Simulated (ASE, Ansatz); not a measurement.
## (16,16) 1T-TiS2 nanotube (288 atoms): from recipe to cell

The cell is an input for a DFT calculation. Recipe: 1T-TiS2 sheet (a = 3.41 Å) rolled into a (16,16) tube of diameter 30.08 Å, 3 periods, 12 Å of vacuum; not relaxed, displaced by a Gaussian of 0.02 Å.

Q: How is this cell built with ASE?

build.py (ASE 3.29.0):

```python
import numpy as np
from ase import Atoms
from ase.build import make_supercell

u = Atoms(['Ti', 'S', 'S'], cell=[3.41, 3.41, 1, 90, 90, 120], pbc=True,
          scaled_positions=[[0/3, 0/3, 0], [1/3, 2/3, 1.43], [2/3, 1/3, -1.43]])  # z in A
walls = []
for M in [[[32, 16], [0, 1]]]:  # rows: circumference, axis
    s = make_supercell(u, [M[0] + [0], M[1] + [0], [0, 0, 1]], wrap=False)
    f = s.get_scaled_positions(wrap=False); R = s.cell.lengths()[0] / (2 * np.pi) + s.positions[:, 2]; T = s.cell.lengths()[1]
    walls.append(Atoms(s.symbols, np.c_[R * np.cos(2 * np.pi * f[:, 0]), R * np.sin(2 * np.pi * f[:, 0]), f[:, 1] % 1 * T], tags=[len(walls)] * len(s)))
atoms = sum(walls[1:], walls[0])
atoms.set_cell([1, 1, T]); atoms.center(vacuum=6, axis=(0, 1)); atoms.pbc = True
atoms = atoms.repeat([1, 1, 3])
atoms.rattle(0.02, seed=90010)
atoms.wrap()
atoms.write('structure.xyz')
print(atoms.get_chemical_formula(), len(atoms), 'atoms; cell', atoms.cell.cellpar().round(3))
```

```console
$ python build.py
S192Ti96 288 atoms; cell [44.87 44.87 10.23 90.   90.   90.  ]
```

The cell holds 288 atoms: 96 Ti and 192 S. Cell: a = 44.870 Å, b = 44.870 Å, c = 10.230 Å, α = 90.0°, β = 90.0°, γ = 90.0°. It derives from TiS2 (1T-TiS2). Vacuum lies along a and b. The structure repeats along c.

Bonds by pair of elements; cutoffs follow the first minimum of g(r), held within bounds set by covalent radii, and pairs that aren't listed don't count as bonded:

| pair A-B | cutoff (Å) | bonds | mean length (Å) | spread (Å) | shortest (Å) | B about A | A about B |
| --- | --- | --- | --- | --- | --- | --- | --- |
| S-Ti | 3.1 | 576 | 2.43 | 0.054 | 2.29 | 3 | 6 |

How many atoms have how many bonded neighbours:

```
element  mean    3   6
      S     3  192   0
     Ti     6    0  96
```

[Logs are printed without paths, hosts, clocks, repeated set-up lines and the standing remarks that a program may print on its own settings, such as how far it seeks lower states.]

[Hosts, paths, dates, database ids (printed as entryN), source tags and the programs' standing remarks are cut or masked in the printed files.]
